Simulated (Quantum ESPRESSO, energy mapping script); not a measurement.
# Spin model of CoO from collinear orders, part 2 of 2

Wanted: the magnetic order of CoO, its couplings and an estimate of its ordering temperature, by PBE+U (3.5 eV), QE, GBRV.

PBE with U = 3.5 eV on Co d, ortho-atomic projectors; plane waves, U on orthogonalised atomic orbitals unless named otherwise, collinear spin, no spin–orbit coupling.

So far. Step 4 (Order 3: parallel, cell B of 4 atoms): The run ends ferromagnetic. For each magnetic atom its energy differs from the parallel run of the first cell by 0.15 meV, an error that one common reference would have brought in.

### Step 6. Run 5 (parallel; cell C, 6 atoms)

Level of this step: PBE with U = 3.5 eV on Co d, ortho-atomic projectors, GBRV potentials (Quantum ESPRESSO).

The parallel order again, as the reference for this cell.

Contents of pw.in:

```
&control
  calculation = 'scf'
  prefix = 'pw'
  outdir = './tmp/'
  pseudo_dir = './pseudo/'
  verbosity = 'low'
/
&system
  ibrav = 0
  nat = 6
  ntyp = 2
  ecutwfc = 45
  ecutrho = 360
  nbnd = 55
  occupations = 'smearing'
  smearing = 'fd'
  degauss = 0.00367493
  nspin = 2
  starting_magnetization(1) = 0.1765
/
&electrons
  conv_thr = 1.5e-08
  electron_maxstep = 120
  mixing_beta = 0.3
  mixing_mode = 'plain'
/
ATOMIC_SPECIES
  Co 58.9332 Co.upf
  O 15.9990 O.upf
CELL_PARAMETERS angstrom
  0.00000000 -2.13150000 -2.13150000
  -4.26300000 0.00000000 0.00000000
  2.13150000 4.26300000 -2.13150000
ATOMIC_POSITIONS crystal
  Co 0.66666667 0.66666667 0.33333333
  Co 0.33333333 0.33333333 0.66666667
  Co 0.00000000 0.00000000 0.00000000
  O 0.66666667 0.16666667 0.33333333
  O 0.33333333 0.83333333 0.66666667
  O 0.00000000 0.50000000 0.00000000
K_POINTS automatic
  10 10 10 0 0 0
HUBBARD {ortho-atomic}
U Co-3d 3.5
```

Run with:

```sh
OMP_NUM_THREADS=1 mpirun -n 8 pw.x -nk 8 -in pw.in > pw.out
```

Output:

```text
[banner, memory and clock lines left out]
Program PWSCF v.7.5 starts
[...]
unit-cell volume          =     392.1063 (a.u.)^3
     number of atoms/cell      =            6
[...]
number of electrons       =        69.00
     number of Kohn-Sham states=           55
     kinetic-energy cutoff     =      45.0000  Ry
     charge density cutoff     =     360.0000  Ry
[...]
The total energy is F=E-TS. E is the sum of the following terms:
     one-electron contribution =    -548.72957218 Ry
     hartree contribution      =     314.40833882 Ry
     xc contribution           =    -120.11354437 Ry
     ewald contribution        =    -637.68858516 Ry
     Hubbard energy            =       0.34563430 Ry
     total magnetization       =     8.98 Bohr mag/cell
     absolute magnetization    =     9.07 Bohr mag/cell
     convergence has been achieved in  38 iterations
[key lines of the parts left out:]
!    total energy              =    -991.78559505 Ry
the Fermi energy is    13.1922 ev
```

The job ended after 4.6 min (8 MPI ranks of Arm Neoverse V1, shared host; peak memory 1.5 GiB; 37 min of CPU time).

The run ends ferromagnetic. For each magnetic atom its energy differs from the parallel run of the first cell by 0.12 meV, an error that one common reference would have brought in.

### Step 7. Uncompensated ++− start in cell C (6 atoms)

This order reverses 6.67 of the 12 neighbours at 3.01 Å, 2.67 of the 6 neighbours at 4.26 Å and 8 of the 24 neighbours at 5.22 Å, counted for an average magnetic atom.

Changes to pw.in since step 6:

```diff
@@ -10,6 +10,6 @@
   nat = 6
-  ntyp = 2
+  ntyp = 3
   ecutwfc = 45
   ecutrho = 360
-  nbnd = 55
+  nbnd = 52
   occupations = 'smearing'
@@ -19,2 +19,3 @@
   starting_magnetization(1) = 0.1765
+  starting_magnetization(2) = -0.1765
 /
@@ -27,3 +28,4 @@
 ATOMIC_SPECIES
-  Co 58.9332 Co.upf
+  Co1 58.9332 Co.upf
+  Co2 58.9332 Co.upf
   O 15.9990 O.upf
@@ -34,5 +36,5 @@
 ATOMIC_POSITIONS crystal
-  Co 0.66666667 0.66666667 0.33333333
-  Co 0.33333333 0.33333333 0.66666667
-  Co 0.00000000 0.00000000 0.00000000
+  Co1 0.66666667 0.66666667 0.33333333
+  Co1 0.33333333 0.33333333 0.66666667
+  Co2 0.00000000 0.00000000 0.00000000
   O 0.66666667 0.16666667 0.33333333
@@ -43,2 +45,3 @@
 HUBBARD {ortho-atomic}
-U Co-3d 3.5
+U Co1-3d 3.5
+U Co2-3d 3.5
```

Output:

```text
[banner, memory and clock lines left out]
Program PWSCF v.7.5 starts
[...]
unit-cell volume          =     392.1063 (a.u.)^3
     number of atoms/cell      =            6
[...]
number of electrons       =        69.00
     number of Kohn-Sham states=           52
     kinetic-energy cutoff     =      45.0000  Ry
     charge density cutoff     =     360.0000  Ry
[...]
The total energy is F=E-TS. E is the sum of the following terms:
     one-electron contribution =    -548.99116248 Ry
     hartree contribution      =     314.86584757 Ry
     xc contribution           =    -120.26640645 Ry
     ewald contribution        =    -637.68858516 Ry
     Hubbard energy            =       0.12920657 Ry
     total magnetization       =     3.00 Bohr mag/cell
     absolute magnetization    =     8.47 Bohr mag/cell
     convergence has been achieved in  22 iterations
[key lines of the parts left out:]
!    total energy              =    -991.95110011 Ry
the Fermi energy is    13.7593 ev
```

It took 2.7 min on 8 MPI ranks; peak memory 1.5 GiB; 21 min of CPU time.

The run ends ferrimagnetic, 768.44 meV a magnetic atom below the parallel order of its cell, a difference that unlike orbital or electronic states can set, not exchange alone.

### Step 8. Run 7 (parallel; cell D, 6 atoms)

The parallel order again, as the reference for this cell.

This run holds the same structure in another cell (b 4.263 → 3.014 Å, c 5.221 → 6.740 Å, α 114.1 → 102.9°, β 106.8 → 102.9°).

Contents of pw.in:

```
&control
  calculation = 'scf'
  prefix = 'pw'
  outdir = './tmp/'
  pseudo_dir = './pseudo/'
  verbosity = 'low'
/
&system
  ibrav = 0
  nat = 6
  ntyp = 2
  ecutwfc = 45
  ecutrho = 360
  nbnd = 55
  occupations = 'smearing'
  smearing = 'fd'
  degauss = 0.00367493
  nspin = 2
  starting_magnetization(1) = 0.1765
/
&electrons
  conv_thr = 1.5e-08
  electron_maxstep = 120
  mixing_beta = 0.3
  mixing_mode = 'plain'
/
ATOMIC_SPECIES
  Co 58.9332 Co.upf
  O 15.9990 O.upf
CELL_PARAMETERS angstrom
  0.00000000 2.13150000 2.13150000
  0.00000000 2.13150000 -2.13150000
  -6.39450000 -2.13150000 0.00000000
ATOMIC_POSITIONS crystal
  Co 0.00000000 0.00000000 0.00000000
  Co 0.33333333 0.33333333 0.66666667
  Co 0.66666667 0.66666667 0.33333333
  O 0.83333333 0.83333333 0.66666667
  O 0.16666667 0.16666667 0.33333333
  O 0.50000000 0.50000000 0.00000000
K_POINTS automatic
  10 10 10 0 0 0
HUBBARD {ortho-atomic}
U Co-3d 3.5
```

Output:

```text
[banner, memory and clock lines left out]
Program PWSCF v.7.5 starts
[...]
unit-cell volume          =     392.1063 (a.u.)^3
     number of atoms/cell      =            6
[...]
number of electrons       =        69.00
     number of Kohn-Sham states=           55
     kinetic-energy cutoff     =      45.0000  Ry
     charge density cutoff     =     360.0000  Ry
[...]
The total energy is F=E-TS. E is the sum of the following terms:
     one-electron contribution =    -548.73018818 Ry
     hartree contribution      =     314.40888089 Ry
     xc contribution           =    -120.11342961 Ry
     ewald contribution        =    -637.68858516 Ry
     Hubbard energy            =       0.34561318 Ry
     total magnetization       =     8.98 Bohr mag/cell
     absolute magnetization    =     9.06 Bohr mag/cell
     convergence has been achieved in  21 iterations
[key lines of the parts left out:]
!    total energy              =    -991.78559485 Ry
the Fermi energy is    13.1920 ev
```

The job ended after 87 s (8 MPI ranks; peak memory 1.2 GiB).

The run ends ferromagnetic. For each magnetic atom its energy differs from the parallel run of the first cell by 0.16 meV, an error that one common reference would have brought in.

### Step 9. Uncompensated ++− start in cell D (6 atoms)

This order reverses 5.33 of the 12 neighbours at 3.01 Å, 1.33 of the 6 neighbours at 4.26 Å and 16 of the 24 neighbours at 5.22 Å, counted for an average magnetic atom.

Changes to pw.in since step 8:

```diff
@@ -10,6 +10,6 @@
   nat = 6
-  ntyp = 2
+  ntyp = 3
   ecutwfc = 45
   ecutrho = 360
-  nbnd = 55
+  nbnd = 52
   occupations = 'smearing'
@@ -19,2 +19,3 @@
   starting_magnetization(1) = 0.1765
+  starting_magnetization(2) = -0.1765
 /
@@ -27,3 +28,4 @@
 ATOMIC_SPECIES
-  Co 58.9332 Co.upf
+  Co1 58.9332 Co.upf
+  Co2 58.9332 Co.upf
   O 15.9990 O.upf
@@ -34,5 +36,5 @@
 ATOMIC_POSITIONS crystal
-  Co 0.00000000 0.00000000 0.00000000
-  Co 0.33333333 0.33333333 0.66666667
-  Co 0.66666667 0.66666667 0.33333333
+  Co1 0.00000000 0.00000000 0.00000000
+  Co1 0.33333333 0.33333333 0.66666667
+  Co2 0.66666667 0.66666667 0.33333333
   O 0.83333333 0.83333333 0.66666667
@@ -43,2 +45,3 @@
 HUBBARD {ortho-atomic}
-U Co-3d 3.5
+U Co1-3d 3.5
+U Co2-3d 3.5
```

Output:

```text
[banner, memory and clock lines left out]
Program PWSCF v.7.5 starts
[...]
unit-cell volume          =     392.1063 (a.u.)^3
     number of atoms/cell      =            6
[...]
number of electrons       =        69.00
     number of Kohn-Sham states=           52
     kinetic-energy cutoff     =      45.0000  Ry
     charge density cutoff     =     360.0000  Ry
[...]
The total energy is F=E-TS. E is the sum of the following terms:
     one-electron contribution =    -549.18519450 Ry
     hartree contribution      =     314.85909812 Ry
     xc contribution           =    -120.09882672 Ry
     ewald contribution        =    -637.68858516 Ry
     Hubbard energy            =       0.34128975 Ry
     total magnetization       =     2.97 Bohr mag/cell
     absolute magnetization    =     8.23 Bohr mag/cell
     convergence has been achieved in  24 iterations
[key lines of the parts left out:]
!    total energy              =    -991.78120216 Ry
the Fermi energy is    13.1403 ev
```

Elapsed: 2 min, on 8 MPI ranks; peak memory 1.2 GiB; 16 min of CPU time.

The run ends ferrimagnetic, 22.41 meV a magnetic atom above the parallel order of its cell, a difference that unlike orbital or electronic states can set, not exchange alone (energies taken at zero occupation width, not the printed F).

### Step 10. Parallel start in cell E (6 atoms)

The parallel order again, as the reference for this cell.

This run holds the same structure in another cell (c 6.740 → 7.384 Å, α 102.9 → 90.0°, β 102.9 → 90.0°, γ 90.0 → 120.0°).

Contents of pw.in:

```
&control
  calculation = 'scf'
  prefix = 'pw'
  outdir = './tmp/'
  pseudo_dir = './pseudo/'
  verbosity = 'low'
/
&system
  ibrav = 0
  nat = 6
  ntyp = 2
  ecutwfc = 45
  ecutrho = 360
  nbnd = 55
  occupations = 'smearing'
  smearing = 'fd'
  degauss = 0.00367493
  nspin = 2
  starting_magnetization(1) = 0.1765
/
&electrons
  conv_thr = 1.5e-08
  electron_maxstep = 120
  mixing_beta = 0.3
  mixing_mode = 'plain'
/
ATOMIC_SPECIES
  Co 58.9332 Co.upf
  O 15.9990 O.upf
CELL_PARAMETERS angstrom
  0.00000000 2.13150000 2.13150000
  -2.13150000 0.00000000 -2.13150000
  -4.26300000 -4.26300000 4.26300000
ATOMIC_POSITIONS crystal
  Co 0.00000000 0.00000000 0.00000000
  Co 0.33333333 0.66666667 0.66666667
  Co 0.66666667 0.33333333 0.33333333
  O 0.66666667 0.33333333 0.83333333
  O 0.00000000 0.00000000 0.50000000
  O 0.33333333 0.66666667 0.16666667
K_POINTS automatic
  11 11 4 0 0 0
HUBBARD {ortho-atomic}
U Co-3d 3.5
```

Output:

```text
[banner, memory and clock lines left out]
Program PWSCF v.7.5 starts
[...]
unit-cell volume          =     392.1063 (a.u.)^3
     number of atoms/cell      =            6
[...]
number of electrons       =        69.00
     number of Kohn-Sham states=           55
     kinetic-energy cutoff     =      45.0000  Ry
     charge density cutoff     =     360.0000  Ry
[...]
The total energy is F=E-TS. E is the sum of the following terms:
     one-electron contribution =    -548.72946623 Ry
     hartree contribution      =     314.40812323 Ry
     xc contribution           =    -120.11343495 Ry
     ewald contribution        =    -637.68858516 Ry
     Hubbard energy            =       0.34563516 Ry
     total magnetization       =     8.98 Bohr mag/cell
     absolute magnetization    =     9.06 Bohr mag/cell
     convergence has been achieved in  23 iterations
[key lines of the parts left out:]
!    total energy              =    -991.78559593 Ry
the Fermi energy is    13.1913 ev
```

It took 56 s on 8 MPI ranks; peak memory 1 GiB.

The run ends ferromagnetic. For each magnetic atom its energy differs from the parallel run of the first cell by 0.12 meV, an error that one common reference would have brought in.

### Step 11. Run 10 (uncompensated ++−; cell E, 6 atoms)

This order reverses 4 of the 12 neighbours at 3.01 Å, 4 of the 6 neighbours at 4.26 Å and 12 of the 24 neighbours at 5.22 Å, counted for an average magnetic atom.

Changes to pw.in since step 10:

```diff
@@ -10,6 +10,6 @@
   nat = 6
-  ntyp = 2
+  ntyp = 3
   ecutwfc = 45
   ecutrho = 360
-  nbnd = 55
+  nbnd = 52
   occupations = 'smearing'
@@ -19,2 +19,3 @@
   starting_magnetization(1) = 0.1765
+  starting_magnetization(2) = -0.1765
 /
@@ -27,3 +28,4 @@
 ATOMIC_SPECIES
-  Co 58.9332 Co.upf
+  Co1 58.9332 Co.upf
+  Co2 58.9332 Co.upf
   O 15.9990 O.upf
@@ -34,5 +36,5 @@
 ATOMIC_POSITIONS crystal
-  Co 0.00000000 0.00000000 0.00000000
-  Co 0.33333333 0.66666667 0.66666667
-  Co 0.66666667 0.33333333 0.33333333
+  Co1 0.00000000 0.00000000 0.00000000
+  Co1 0.33333333 0.66666667 0.66666667
+  Co2 0.66666667 0.33333333 0.33333333
   O 0.66666667 0.33333333 0.83333333
@@ -43,2 +45,3 @@
 HUBBARD {ortho-atomic}
-U Co-3d 3.5
+U Co1-3d 3.5
+U Co2-3d 3.5
```

Output:

```text
[banner, memory and clock lines left out]
Program PWSCF v.7.5 starts
[...]
unit-cell volume          =     392.1063 (a.u.)^3
     number of atoms/cell      =            6
[...]
number of electrons       =        69.00
     number of Kohn-Sham states=           52
     kinetic-energy cutoff     =      45.0000  Ry
     charge density cutoff     =     360.0000  Ry
[...]
The total energy is F=E-TS. E is the sum of the following terms:
     one-electron contribution =    -548.91865480 Ry
     hartree contribution      =     314.55927539 Ry
     xc contribution           =    -120.09060426 Ry
     ewald contribution        =    -637.68858516 Ry
     Hubbard energy            =       0.35424543 Ry
     total magnetization       =     3.00 Bohr mag/cell
     absolute magnetization    =     8.43 Bohr mag/cell
     convergence has been achieved in  25 iterations
[key lines of the parts left out:]
!    total energy              =    -991.79197138 Ry
the Fermi energy is    13.1820 ev
```

The job ended after 72 s (8 MPI ranks; peak memory 1 GiB).

The run ends ferrimagnetic, 29.41 meV a magnetic atom below the parallel order of its cell, a difference that unlike orbital or electronic states can set, not exchange alone (energies taken at zero occupation width, not the printed F).

### Step 12. Mapping onto a Heisenberg model

Each energy difference is a sum of couplings weighted by the pairs that the order reverses. A few near shells are fitted to the differences by least squares. Energies are those extrapolated to zero occupation width, not the free energies F.

Energies from the parallel order of the same cell:

```
                      order  atoms  energy (meV a magnetic atom)  moments (μB)  moments kept as typed  opposed neighbours at 3.01, 4.26, 5.22 Å
         parallel in cell A      4                          0.00          2.61                    yes                                   0, 0, 0
   compensated +− in cell A      4                         44.94          2.38                    yes                                  8, 0, 16
         parallel in cell B      4                          0.00          2.61                    yes                                   0, 0, 0
   compensated +− in cell B      4                        -40.80          2.55                    yes                                  6, 6, 12
         parallel in cell C      6                          0.00          2.61                    yes                                   0, 0, 0
uncompensated ++− in cell C      6                       -768.44  2.57 to 2.58                    yes                             6.67, 2.67, 8
         parallel in cell D      6                          0.00          2.61                    yes                                   0, 0, 0
uncompensated ++− in cell D      6                         22.41  2.45 to 2.53                    yes                            5.33, 1.33, 16
         parallel in cell E      6                          0.00          2.61                    yes                                   0, 0, 0
uncompensated ++− in cell E      6                        -29.41  2.54 to 2.58                    yes                                  4, 4, 12
```

Couplings from the energies, with E = −Σ J e·e over ordered pairs:

```
 pair  distance (Å)  neighbours  J (meV)
Co–Co          3.01          12    -62.0
Co–Co          4.26           6    -6.51
Co–Co          5.22          24     32.5
Co–Co          6.03          12    -32.0
```

### Step 13. What came out

| Property | Result |
| --- | --- |
| couplings | not to be trusted |

What this shows: The warning signs here (some orders are gapless and others have a gap; open shells started apart) can come from unlike orbital states, and these open shells were not started from one set of occupation matrices, so the fitted couplings are not taken as the crystal's.

[Logs and program files are shortened in this print: banners, set-up blocks, solver, clock and traceback lines can be left out without a mark of their own.]

[Logs are printed without paths, hosts, clocks, repeated set-up lines and the standing remarks that a program may print on its own settings, such as how far it seeks lower states.]

[Hosts, paths, dates, database ids (printed as entryN), source tags and the programs' standing remarks are cut or masked in the printed files.]

[Where a cell is said to come from a database of computed structures, the database is the Materials Project.]
